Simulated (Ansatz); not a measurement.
# Sr on Hf(0001): change of the work function, part 5 of 5

Aim: the work function of Hf(0001) at several coverages of Sr (top site), and the dipole that each adsorbate carries.

Ansatz 0.2.0; plane-wave DFT, PBEsol, Ansatz PAW.

So far, work function, upper face (eV): step 2 (the clean slab) 4.38; step 3 (the covered slab, k-mesh 4×4×1, coverage 0.111 ML) 2.69; step 4 (adsorbate added, k-mesh 6×6×1, coverage 0.25 ML) 2.11; step 6 (the slab at 0.25 ML, atoms frozen) 2.11; step 7 (the substrate of the 0.25 ML cell alone) 4.34.

## (10) Varying the input

This step: plane-wave DFT, PBEsol, Ansatz PAW (Ansatz 0.2.0).

System of this step: Sr/Hf(0001). The cell holds 17 atoms: 16 Hf and 1 Sr. Its edges and angles: a = 6.400 Å, b = 6.400 Å, c = 29.321 Å, α = 90.0°, β = 90.0°, γ = 60.0°. Vacuum lies along c.

A run with a changed input: it repeats the earlier run at 0.25 ML with scf.convergence.dr2_threshold from 1e-08 to 0.0001; its output block differs too.

Input file input.yaml:

```yaml
crystal:
  lattice:
    - [6.4, 0.0, 0.0]
    - [3.2, 5.5425625842, 0.0]
    - [0.0, 0.0, 29.3207626968]
  atoms:
    - { symbol: Hf, position: [0.3333333333, 0.3333333333, 0.3069497234] }
    - { symbol: Hf, position: [0.0, 0.0, 0.3932776278] }
    - { symbol: Hf, position: [0.3333333333, 0.3333333333, 0.481177092] }
    - { symbol: Hf, position: [0.0, 0.0, 0.5605503126] }
    - { symbol: Hf, position: [0.3333333333, 0.8333333333, 0.3069497234] }
    - { symbol: Hf, position: [0.0, 0.5, 0.3932776278] }
    - { symbol: Hf, position: [0.3333333333, 0.8333333333, 0.481177092] }
    - { symbol: Hf, position: [0.0, 0.5, 0.5605503126] }
    - { symbol: Hf, position: [0.8333333333, 0.3333333333, 0.3069497234] }
    - { symbol: Hf, position: [0.5, 0.0, 0.3932776278] }
    - { symbol: Hf, position: [0.8333333333, 0.3333333333, 0.481177092] }
    - { symbol: Hf, position: [0.5, 0.0, 0.5605503126] }
    - { symbol: Hf, position: [0.8333333333, 0.8333333333, 0.3069497234] }
    - { symbol: Hf, position: [0.5, 0.5, 0.3932776278] }
    - { symbol: Hf, position: [0.8333333333, 0.8333333333, 0.481177092] }
    - { symbol: Hf, position: [0.5, 0.5, 0.5605503126] }
    - { symbol: Sr, position: [0.0, 0.0, 0.6930502766] }
kpoints:
  mp_grid: { grid: [6, 6, 1] }
hamiltonian:
  xc: pbesol
scf:
  occupations: { method: fermi_dirac, width: 0.1 }
  convergence: { dr2_threshold: 0.0001 }
efield:
  axis: 3
  dipole_correction: true
  ramp_position: 0.97
  ramp_width: 0.06
relax:
  f_tol: 0.02
  max_steps: 60
  constraints: [{ sites: [0, 1, 4, 5, 8, 9, 12, 13] }]
output:
  bader: true
  dos: { projected: true, e_range: [-8, 4] }
  write_potential: true
  write_density: true
  volumetric_format: npy
```

Launch:

```sh
$ ansatz run input.yaml --threads 4 --pin off --max-ram 12288MiB --backend cpu --events-out ev --progress --plain --runs-dir out
```

Numbers of over 12 decimals in the logs are rounded to 6 here.

The log of the run:

```text
Warning: scf.convergence.dr2_threshold = 1e-4 eV is looser than this run's default, which is 1e-7 eV or tighter. The error in the forces grows as the threshold's square root, so leave the key out unless less accurate forces are enough
[...]
Crystal: 17 atoms, lattice volume = 1040.078 Å³
Basis set: ecut = 420 eV, 20425 PW (Γ), exchange–correlation on 90×90×400 points (8 copies of the dense FFT grid, shifted against one another)
Bands: 256, of which v1, the nominal top of the filled ones, is band 213 counted from 1 (212 counted from 0)
Symmetry: 6 space group operations
[...]
k-points: 7 of 36 (time reversal used)
[...]
SCF iter   1: F=—  HF=-253052.722475 eV  |F-HF|=—  |Δ(HF+E_count)|=         —  Δρ=7.42e-3  dr2=1.36e1  ethr=1.77e-3  p=0.662 e·Å  D=1.15e-1 V/Å  ΔV_dip=-3.38 eV  dr2_dipole=9.35e0  V_vac-E_F(+/−)=1.25/4.63 eV  ⟨swp⟩=8.9  Hψ=6947  notcnv=0
[...]
SCF iter   8: F=-253052.013506 eV  HF=-253052.013552 eV  |F-HF|=4.54e-5  |Δ(HF+E_count)|=   6.22e-7  Δρ=3.40e-5  dr2=8.32e-5  ethr=2.35e-8  p=0.346 e·Å  D=6.03e-2 V/Å  ΔV_dip=-1.77 eV  dr2_dipole=7.13e-6  V_vac-E_F(+/−)=2.68/4.45 eV  ⟨swp⟩=18.9  Hψ=26275  notcnv=0
SCF 1 converged in 8 iterations: F = -253052.013506 eV  dr2 = 8.32e-5
[...]
relax step   1: F+E_penalty+E_count = -253052.01350616 eV  Δ(F+E_penalty+E_count) = +0.000e0 eV  max|allowed force component| = 1.110e0 eV/Å  Δτ_max = 0.0000 Å  (8 SCF iters, accepted)
[...]
SCF iter   6: F=-253052.250889 eV  HF=-253052.250923 eV  |F-HF|=3.42e-5  |Δ(HF+E_count)|=   1.37e-5  Δρ=2.94e-5  dr2=3.48e-5  ethr=2.35e-8  p=0.376 e·Å  D=6.54e-2 V/Å  ΔV_dip=-1.92 eV  dr2_dipole=1.43e-5  V_vac-E_F(+/−)=2.53/4.45 eV  ⟨swp⟩=18.6  Hψ=23007  notcnv=0
SCF 2 converged in 6 iterations: F = -253052.250889 eV  dr2 = 3.48e-5
[...]
relax step   2: F+E_penalty+E_count = -253052.25088896 eV  Δ(F+E_penalty+E_count) = -2.374e-1 eV  max|allowed force component| = 1.279e0 eV/Å  Δτ_max = 0.1948 Å  (6 SCF iters, accepted)
SCF iter   1: F=—  HF=-253052.570157 eV  |F-HF|=—  |Δ(HF+E_count)|=         —  Δρ=2.11e-3  dr2=8.53e-1  ethr=5.39e-4  p=0.376 e·Å  D=6.54e-2 V/Å  ΔV_dip=-1.92 eV  dr2_dipole=1.26e-1  V_vac-E_F(+/−)=2.54/4.45 eV  ⟨swp⟩=7.4  Hψ=5222  notcnv=0  defer=14
[...]
SCF iter   5: F=-253052.537539 eV  HF=-253052.537565 eV  |F-HF|=2.52e-5  |Δ(HF+E_count)|=   3.04e-5  Δρ=4.04e-5  dr2=4.60e-5  ethr=2.35e-8  p=0.408 e·Å  D=7.11e-2 V/Å  ΔV_dip=-2.08 eV  dr2_dipole=3.66e-6  V_vac-E_F(+/−)=2.36/4.44 eV  ⟨swp⟩=19.3  Hψ=23495  notcnv=0
SCF 3 converged in 5 iterations: F = -253052.537539 eV  dr2 = 4.60e-5
[...]
relax step   3: F+E_penalty+E_count = -253052.53753944 eV  Δ(F+E_penalty+E_count) = -2.867e-1 eV  max|allowed force component| = 1.197e0 eV/Å  Δτ_max = 0.1928 Å  (5 SCF iters, accepted)
[...]
relax step   4: F+E_penalty+E_count = -253052.75812648 eV  Δ(F+E_penalty+E_count) = -2.206e-1 eV  max|allowed force component| = 9.643e-1 eV/Å  Δτ_max = 0.1903 Å  (6 SCF iters, accepted)
[...]
relax step   5: F+E_penalty+E_count = -253052.92082360 eV  Δ(F+E_penalty+E_count) = -1.627e-1 eV  max|allowed force component| = 5.662e-1 eV/Å  Δτ_max = 0.1964 Å  (6 SCF iters, accepted)
[...]
relax step   6: F+E_penalty+E_count = -253053.00855571 eV  Δ(F+E_penalty+E_count) = -8.773e-2 eV  max|allowed force component| = 2.533e-1 eV/Å  Δτ_max = 0.2000 Å  (5 SCF iters, accepted)
[...]
relax step   7: F+E_penalty+E_count = -253053.01903958 eV  Δ(F+E_penalty+E_count) = -1.048e-2 eV  max|allowed force component| = 1.187e-1 eV/Å  Δτ_max = 0.1038 Å  (5 SCF iters, accepted)
SCF iter   1: F=—  HF=-253053.022663 eV  |F-HF|=—  |Δ(HF+E_count)|=         —  Δρ=4.54e-4  dr2=6.25e-2  ethr=3.10e-5  p=0.459 e·Å  D=7.99e-2 V/Å  ΔV_dip=-2.34 eV  dr2_dipole=2.12e-2  V_vac-E_F(+/−)=2.11/4.45 eV  ⟨swp⟩=3.0  Hψ=2722  notcnv=0  defer=11
[...]
SCF iter   4: F=-253053.020510 eV  HF=-253053.020526 eV  |F-HF|=1.64e-5  |Δ(HF+E_count)|=   6.48e-5  Δρ=1.94e-5  dr2=1.44e-5  ethr=2.35e-8  p=0.459 e·Å  D=7.99e-2 V/Å  ΔV_dip=-2.34 eV  dr2_dipole=3.35e-6  V_vac-E_F(+/−)=2.11/4.45 eV  ⟨swp⟩=17.4  Hψ=22830  notcnv=0
SCF 8 converged in 4 iterations: F = -253053.020510 eV  dr2 = 1.44e-5
[...]
relax step   8: F+E_penalty+E_count = -253053.02050962 eV  Δ(F+E_penalty+E_count) = -1.470e-3 eV  max|allowed force component| = 1.845e-2 eV/Å  Δτ_max = 0.0161 Å  (4 SCF iters, accepted)
[...]
SCF converged after 4 iterations
Free energy (F): -253053.020510 eV
[...]
Internal energy: -253052.264617 eV  (E = F + TS)
E sigma→0 (E₀):  -253052.642563 eV
Entropy (-TS):   -0.755892 eV (-44.464 meV/atom)
Fermi energy:    5.173467 eV
Dipole field:    D = 0.080952 V/Å  (p = 0.465299 e·Å, saw-weighted, corrected)
Work function:   Φ+ = 2.0943 eV   Φ− = 4.4679 eV
[...]
--- Forces (eV/Å), atoms counted from 1 ---
  atom   1  Hf     0.00000000    -0.00000000     0.85548488
  atom   2  Hf    -0.00000000     0.00000000    -0.97766553
  atom   3  Hf     0.00000000    -0.00000000    -0.01000350
  atom   4  Hf    -0.00000000     0.00000000     0.00248507
  atom   5  Hf    -0.03500345     0.02020925     0.84459972
  atom   6  Hf     0.05070965    -0.02927723    -0.80190216
  atom   7  Hf    -0.00435550     0.00251465    -0.00625035
  atom   8  Hf     0.01597514    -0.00922325     0.00803802
  atom   9  Hf     0.00000000    -0.04041850     0.84459972
  atom  10  Hf    -0.00000000     0.05855446    -0.80190216
  atom  11  Hf     0.00000000    -0.00502929    -0.00625035
  atom  12  Hf    -0.00000000     0.01844650     0.00803802
  atom  13  Hf     0.03500345     0.02020925     0.84459972
  atom  14  Hf    -0.05070965    -0.02927723    -0.80190216
  atom  15  Hf     0.00435550     0.00251465    -0.00625035
  atom  16  Hf    -0.01597514    -0.00922325     0.00803802
  atom  17  Sr     0.00000000    -0.00000000    -0.00542833
  max |Σ_I F_I| component: 1.67e-3 eV/Å
--- Band table (eV; the first three rows and the last of 7) ---
  k-point 0: bands = [... 209 lower, 5.3004, 5.5426, 5.5736, 5.5736, 5.6212, 5.9038, 5.9576, 6.0472, ... 39 higher]
  k-point 1: bands = [... 209 lower, 5.2579, 5.3449, 5.4376, 5.4613, 5.4879, 5.6999, 5.8144, 5.8509, ... 39 higher]
  k-point 2: bands = [... 209 lower, 4.9459, 4.9815, 5.1510, 5.1521, 5.1972, 5.2840, 5.4405, 5.5131, ... 39 higher]
  k-point 6: bands = [... 209 lower, 4.6737, 4.7456, 4.7814, 4.8028, 4.8049, 5.1372, 5.1390, 5.1423, ... 39 higher]
--- Relaxed structure (8 steps of the walk, 8 accepted, 0 SCFs on fresh bases) ---
  F+E_penalty+E_count = -253053.02050962 eV   max|allowed force component| = 1.845e-2 eV/Å
  atoms:
    - { symbol: Hf, position: [0.333333, 0.333333, 0.306950] }
    - { symbol: Hf, position: [0, 0, 0.393278] }
    - { symbol: Hf, position: [0.333333, 0.333333, 0.483287] }
    - { symbol: Hf, position: [-3.1922235200600787e-18, 0, 0.554274] }
    - { symbol: Hf, position: [0.333333, 0.833333, 0.306950] }
    - { symbol: Hf, position: [-5.551115123125783e-17, 0.500000, 0.393278] }
    - { symbol: Hf, position: [0.342344, 0.828828, 0.479710] }
    - { symbol: Hf, position: [-0.00468732, 0.502344, 0.564074] }
    - { symbol: Hf, position: [0.833333, 0.333333, 0.306950] }
    - { symbol: Hf, position: [0.5, 0, 0.393278] }
    - { symbol: Hf, position: [0.828828, 0.342344, 0.479710] }
    - { symbol: Hf, position: [0.502344, -0.00468732, 0.564074] }
    - { symbol: Hf, position: [0.833333, 0.833333, 0.306950] }
    - { symbol: Hf, position: [0.500000, 0.500000, 0.393278] }
    - { symbol: Hf, position: [0.828828, 0.828828, 0.479710] }
    - { symbol: Hf, position: [0.502344, 0.502344, 0.564074] }
    - { symbol: Sr, position: [-1.8423305631732313e-17, 0, 0.656829] }
--- Bader charges: 17 sites ---
  site symbol  charge [e]  shift [e]
     0     Hf     -0.0609     0.0000
     1     Hf      0.0637     0.0000
     2     Hf      0.1697     0.0000
     3     Hf     -0.6742     0.0000
     4     Hf     -0.0606     0.0000
     5     Hf      0.0642     0.0000
     6     Hf      0.0114     0.0000
     7     Hf     -0.1408     0.0000
     8     Hf     -0.0606     0.0000
     9     Hf      0.0642     0.0000
    10     Hf      0.0114     0.0000
    11     Hf     -0.1408     0.0000
    12     Hf     -0.0606     0.0000
    13     Hf      0.0642     0.0000
    14     Hf      0.0114     0.0000
    15     Hf     -0.1408     0.0000
    16     Sr      0.8791     0.0000
  estimated error of the sums over rays = 5.7e-4 e
```

Elapsed: 12 min, on 4 threads of Arm Neoverse V1, shared host; peak memory 5.9 GiB; 46 min of CPU time.

```
                      quantity  this run  earlier run  difference
work function, upper face (eV)     2.094        2.108      -0.014
work function, lower face (eV)     4.468        4.451       0.017
 dipole along the normal (e·Å)    0.4653       0.4593      0.0060
```

What moves beyond 0.01 in its unit (for the dipole 0.5 % and 5e-5 e·Å): dipole along the normal (+0.00601 e·Å), work function, lower face (+0.0166 eV) and work function, upper face (-0.0141 eV).

The change shows in the results, which are not taken further.

## (11) Varying the input: scf.lower_state_search = "standard"

System of this step: Hf(0001). The cell holds 4 atoms: 4 Hf. Its edges and angles: a = 3.200 Å, b = 3.200 Å, c = 25.594 Å, α = 90.0°, β = 90.0°, γ = 60.0°. Vacuum lies along c.

Another changed input: it repeats the earlier run at 0 ML with scf.lower_state_search to standard.

Input file input.yaml:

```yaml
crystal:
  lattice:
    - [3.2, 0.0, 0.0]
    - [1.6, 2.7712812921, 0.0]
    - [0.0, 0.0, 25.5936]
  atoms:
    - { symbol: Hf, position: [0.6666666667, 0.6666666667, 0.3516504126] }
    - { symbol: Hf, position: [0.0, 0.0, 0.4505501375] }
    - { symbol: Hf, position: [0.6666666667, 0.6666666667, 0.5494498625] }
    - { symbol: Hf, position: [0.0, 0.0, 0.6483495874] }
kpoints:
  mp_grid: { grid: [11, 11, 1] }
hamiltonian:
  xc: pbesol
scf:
  occupations: { method: fermi_dirac, width: 0.1 }
  convergence: { dr2_threshold: 1.0e-08 }
  lower_state_search: standard
efield:
  axis: 3
  dipole_correction: true
  ramp_position: 0.97
  ramp_width: 0.06
relax:
  f_tol: 0.02
  max_steps: 60
  constraints: [{ sites: [0, 1] }]
output:
  write_potential: true
  write_density: true
  volumetric_format: npy
```

The log of the run:

```text
[...]
Crystal: 4 atoms, lattice volume = 226.967 Å³
Basis set: ecut = 420 eV, 4501 PW (Γ), exchange–correlation on 48×48×360 points (8 copies of the dense FFT grid, shifted against one another)
Bands: 63, of which v1, the nominal top of the filled ones, is band 52 counted from 1 (51 counted from 0)
Symmetry: 6 space group operations
k-points: 16 of 121 (time reversal used)
[...]
SCF iter   1: F=—  HF=-62389.974376 eV  |F-HF|=—  |Δ(HF+E_count)|=         —  Δρ=7.48e-3  dr2=3.00e0  ethr=1.77e-3  p=0.000 e·Å  D=2.71e-14 V/Å  ΔV_dip=-0.00 eV  dr2_dipole=1.76e-8  V_vac-E_F(+/−)=4.62/4.62 eV  ⟨swp⟩=5.5  Hψ=3316  notcnv=0
[...]
SCF iter  10: F=-62389.891294 eV  HF=-62389.891294 eV  |F-HF|=2.37e-8  |Δ(HF+E_count)|=   8.02e-8  Δρ=1.25e-6  dr2=3.99e-9  ethr=9.62e-12  p=0.000 e·Å  D=1.93e-7 V/Å  ΔV_dip=-0.00 eV  dr2_dipole=1.48e-14  V_vac-E_F(+/−)=4.43/4.43 eV  ⟨swp⟩=9.9  Hψ=8041  notcnv=0
SCF 1 converged in 10 iterations: F = -62389.891294 eV  dr2 = 3.99e-9
[...]
relax step   1: F+E_penalty+E_count = -62389.89129406 eV  Δ(F+E_penalty+E_count) = +0.000e0 eV  max|allowed force component| = 8.354e-1 eV/Å  Δτ_max = 0.0000 Å  (10 SCF iters, accepted)
[...]
SCF iter  11: F=-62389.952551 eV  HF=-62389.952551 eV  |F-HF|=2.26e-9  |Δ(HF+E_count)|=   5.51e-9  Δρ=8.10e-7  dr2=2.40e-9  ethr=9.62e-12  p=0.008 e·Å  D=6.06e-3 V/Å  ΔV_dip=-0.16 eV  dr2_dipole=2.20e-10  V_vac-E_F(+/−)=4.31/4.46 eV  ⟨swp⟩=10.8  Hψ=8293  notcnv=0
SCF 2 converged in 11 iterations: F = -62389.952551 eV  dr2 = 2.40e-9
relax step   2: F+E_penalty+E_count = -62389.95255058 eV  Δ(F+E_penalty+E_count) = -6.126e-2 eV  max|allowed force component| = 8.080e-1 eV/Å  Δτ_max = 0.1947 Å  (11 SCF iters, accepted)
SCF iter   1: F=—  HF=-62390.015271 eV  |F-HF|=—  |Δ(HF+E_count)|=         —  Δρ=4.04e-3  dr2=6.90e-1  ethr=2.47e-3  p=0.008 e·Å  D=6.06e-3 V/Å  ΔV_dip=-0.16 eV  dr2_dipole=1.70e-1  V_vac-E_F(+/−)=4.30/4.45 eV  ⟨swp⟩=3.5  Hψ=1649  notcnv=0  defer=8
[...]
SCF iter  10: F=-62389.985288 eV  HF=-62389.985288 eV  |F-HF|=1.71e-9  |Δ(HF+E_count)|=   1.29e-8  Δρ=8.67e-7  dr2=3.73e-9  ethr=9.62e-12  p=0.003 e·Å  D=2.28e-3 V/Å  ΔV_dip=-0.06 eV  dr2_dipole=4.42e-12  V_vac-E_F(+/−)=4.39/4.45 eV  ⟨swp⟩=10.8  Hψ=8260  notcnv=0
SCF 3 converged in 10 iterations: F = -62389.985288 eV  dr2 = 3.73e-9
relax step   3: F+E_penalty+E_count = -62389.98528848 eV  Δ(F+E_penalty+E_count) = -3.274e-2 eV  max|allowed force component| = 1.518e-1 eV/Å  Δτ_max = 0.0745 Å  (10 SCF iters, accepted)
SCF iter   1: F=—  HF=-62389.988192 eV  |F-HF|=—  |Δ(HF+E_count)|=         —  Δρ=8.59e-4  dr2=3.04e-2  ethr=2.91e-4  p=0.003 e·Å  D=2.28e-3 V/Å  ΔV_dip=-0.06 eV  dr2_dipole=6.63e-3  V_vac-E_F(+/−)=4.39/4.45 eV  ⟨swp⟩=2.0  Hψ=1439  notcnv=0  defer=7
[...]
SCF iter   8: F=-62389.986775 eV  HF=-62389.986775 eV  |F-HF|=2.83e-9  |Δ(HF+E_count)|=   2.20e-8  Δρ=6.81e-7  dr2=7.34e-9  ethr=9.62e-12  p=0.004 e·Å  D=2.90e-3 V/Å  ΔV_dip=-0.07 eV  dr2_dipole=1.89e-9  V_vac-E_F(+/−)=4.38/4.45 eV  ⟨swp⟩=10.2  Hψ=8134  notcnv=0
SCF 4 converged in 8 iterations: F = -62389.986775 eV  dr2 = 7.34e-9
relax step   4: F+E_penalty+E_count = -62389.98677525 eV  Δ(F+E_penalty+E_count) = -1.487e-3 eV  max|allowed force component| = 1.734e-2 eV/Å  Δτ_max = 0.0171 Å  (8 SCF iters, accepted)
[...]
SCF converged after 8 iterations
Free energy (F): -62389.986775 eV
[...]
Internal energy: -62389.805389 eV  (E = F + TS)
E sigma→0 (E₀):  -62389.896082 eV
Entropy (-TS):   -0.181386 eV (-45.346 meV/atom)
Fermi energy:    5.209116 eV
Dipole field:    D = 0.002845 V/Å  (p = 0.003568 e·Å, saw-weighted, corrected)
Work function:   Φ+ = 4.3800 eV   Φ− = 4.4528 eV
[...]
--- Forces (eV/Å), atoms counted from 1 ---
  atom   1  Hf     0.00000000     0.00000000     0.90013242
  atom   2  Hf     0.00000000    -0.00000000    -0.88841087
  atom   3  Hf    -0.00000000     0.00000000    -0.01733799
  atom   4  Hf    -0.00000000    -0.00000000     0.00566259
  max |Σ_I F_I| component: 4.61e-5 eV/Å
--- Band table (eV; the first three rows and the last of 16) ---
  k-point 0: bands = [... 48 lower, 4.9863, 5.2374, 5.7401, 5.9959, 6.2063, 6.2063, 6.3168, 6.3168, ... 7 higher]
  k-point 1: bands = [... 48 lower, 4.8782, 5.1667, 5.5192, 5.7660, 6.0282, 6.1069, 6.3889, 6.4347, ... 7 higher]
  k-point 2: bands = [... 48 lower, 4.5029, 4.7976, 4.9872, 5.3689, 5.5244, 5.8859, 6.2654, 6.5652, ... 7 higher]
  k-point 15: bands = [... 48 lower, 3.7945, 4.1738, 4.2933, 5.0136, 5.1961, 5.4670, 5.4815, 5.6903, ... 7 higher]
--- The result so far, ahead of a search for a lower minimum behind the relaxation; the run's own can be another ---
--- Relaxed structure (4 steps of the walk, 4 accepted, 0 SCFs on fresh bases) ---
  F+E_penalty+E_count = -62389.98677525 eV   max|allowed force component| = 1.734e-2 eV/Å
  atoms:
    - { symbol: Hf, position: [0.666667, 0.666667, 0.3516504126] }
    - { symbol: Hf, position: [0.0, 0.0, 0.4505501375] }
    - { symbol: Hf, position: [0.666667, 0.666667, 0.551250] }
    - { symbol: Hf, position: [0, 0, 0.642183] }
--- Search for a lower minimum behind the relaxation: the rows below count on from the relaxation's ---
SCF iter   1: F=—  HF=-62390.075095 eV  |F-HF|=—  |Δ(HF+E_count)|=         —  Δρ=7.55e-3  dr2=2.93e0  ethr=1.77e-3  p=-0.005 e·Å  D=-3.61e-3 V/Å  ΔV_dip=0.09 eV  dr2_dipole=6.07e-3  V_vac-E_F(+/−)=4.69/4.60 eV  ⟨swp⟩=5.6  Hψ=3323  notcnv=0  defer=1
[...]
SCF iter  12: F=-62389.986775 eV  HF=-62389.986775 eV  |F-HF|=9.39e-10  |Δ(HF+E_count)|=   6.02e-9  Δρ=2.78e-7  dr2=9.81e-10  ethr=9.62e-12  p=0.004 e·Å  D=2.91e-3 V/Å  ΔV_dip=-0.07 eV  dr2_dipole=1.11e-10  V_vac-E_F(+/−)=4.38/4.45 eV  ⟨swp⟩=3.4  Hψ=2291  notcnv=0
SCF 1 converged in 12 iterations: F = -62389.986775 eV  dr2 = 9.81e-10
SCF converged after 8 iterations
Free energy (F): -62389.986775 eV
[...]
Internal energy: -62389.805389 eV  (E = F + TS)
E sigma→0 (E₀):  -62389.896082 eV
Entropy (-TS):   -0.181386 eV (-45.346 meV/atom)
Fermi energy:    5.209116 eV
Dipole field:    D = 0.002845 V/Å  (p = 0.003568 e·Å, saw-weighted, corrected)
Work function:   Φ+ = 4.3800 eV   Φ− = 4.4528 eV
[...]
--- Forces (eV/Å), atoms counted from 1 ---
  atom   1  Hf     0.00000000     0.00000000     0.90013242
  atom   2  Hf     0.00000000    -0.00000000    -0.88841087
  atom   3  Hf    -0.00000000     0.00000000    -0.01733799
  atom   4  Hf    -0.00000000    -0.00000000     0.00566259
  max |Σ_I F_I| component: 4.61e-5 eV/Å
--- Band table (eV; the first three rows and the last of 16) ---
  k-point 0: bands = [... 48 lower, 4.9863, 5.2374, 5.7401, 5.9959, 6.2063, 6.2063, 6.3168, 6.3168, ... 7 higher]
  k-point 1: bands = [... 48 lower, 4.8782, 5.1667, 5.5192, 5.7660, 6.0282, 6.1069, 6.3889, 6.4347, ... 7 higher]
  k-point 2: bands = [... 48 lower, 4.5029, 4.7976, 4.9872, 5.3689, 5.5244, 5.8859, 6.2654, 6.5652, ... 7 higher]
  k-point 15: bands = [... 48 lower, 3.7945, 4.1738, 4.2933, 5.0136, 5.1961, 5.4670, 5.4815, 5.6903, ... 7 higher]
--- Relaxed structure (4 steps of the walk, 4 accepted, 0 SCFs on fresh bases) ---
  F+E_penalty+E_count = -62389.98677525 eV   max|allowed force component| = 1.734e-2 eV/Å
  atoms:
    - { symbol: Hf, position: [0.666667, 0.666667, 0.3516504126] }
    - { symbol: Hf, position: [0.0, 0.0, 0.4505501375] }
    - { symbol: Hf, position: [0.666667, 0.666667, 0.551250] }
    - { symbol: Hf, position: [0, 0, 0.642183] }
```

It took 30 s on 4 threads; peak memory 0.69 GiB.

The steps of the relaxation:

```
step  energy less that of the first step (eV)  largest force component (eV/Å)
   1                                   0.0000                          0.8354
   2                                  -0.0613                          0.8080
   3                                  -0.0940                          0.1518
   4                                  -0.0955                          0.0173
   4                                  -0.0955                          0.0173
```

The run keeps the 6 symmetry operations that it works with, so distortions that break them were not tested.

The atoms that moved most (Å):

```
atom     dx     dy      dz  length
 Hf4  0.000  0.000  -0.158   0.158
 Hf3  0.000  0.000   0.046   0.046
```

Final coordinates:

```xyz
4
Lattice="3.2000 0.0000 0.0000 1.6000 2.7713 0.0000 0.0000 0.0000 25.5936" Properties=species:S:1:pos:R:3
Hf    3.2000    1.8475    9.0000
Hf    0.0000    0.0000   11.5312
Hf    3.2000    1.8475   14.1085
Hf    0.0000    0.0000   16.4358
```

This step gave:

- energy at zero smearing: -62389.8961 eV
- work function, upper face: 4.380 eV
- dipole along the normal: 0.003568 e·Å
- step between the vacuum levels: -0.07281 eV

```
                      quantity  this run  earlier run  difference
work function, upper face (eV)     4.380        4.380           0
work function, lower face (eV)     4.453        4.453           0
 dipole along the normal (e·Å)  0.003568     0.003568           0
```

Nothing in the table moves by 0.01 in its unit (for the dipole 0.5 % and 5e-5 e·Å). The run took 51 SCF cycles against 39.

First to last step the energy falls by 0.095 eV; the largest move, 0.16 Å, is that of Hf4. Judged within 0.08 Å, the space group went from P-3m1 to P3m1.

## (12) Outcome

* work function of the clean face: 4.38 eV
* work function at 0.11 ML: 2.69 eV
* work function at 0.25 ML: 2.11 eV
* dipole per adsorbate at 0.11 ML, positive end outwards: 3.58 D
* step of the potential from the moved charge at 0.25 ML, upper less lower side, atoms held: -2.23 eV

**Reading.** Sr lowers the work function of Hf(0001) at the lowest coverage, by 1.69 eV: the adsorbate layer has its positive end outwards. The slab has 4 layers, at the tabulated experimental lattice constant, one starting site was run, and quantum-size effects of a slab this thin can reach one or two tenths of an eV.

[Logs are printed without paths, hosts, clocks, repeated set-up lines and the standing remarks that a program may print on its own settings, such as how far it seeks lower states.]

[Hosts, paths, dates, database ids (printed as entryN), source tags and the programs' standing remarks are cut or masked in the printed files.]

[Maps of the electrostatic potential energy from Ansatz leave out the sawtooth potential of an applied field or a dipole correction, so their vacuum need not be flat; planar profiles and work functions include it.]
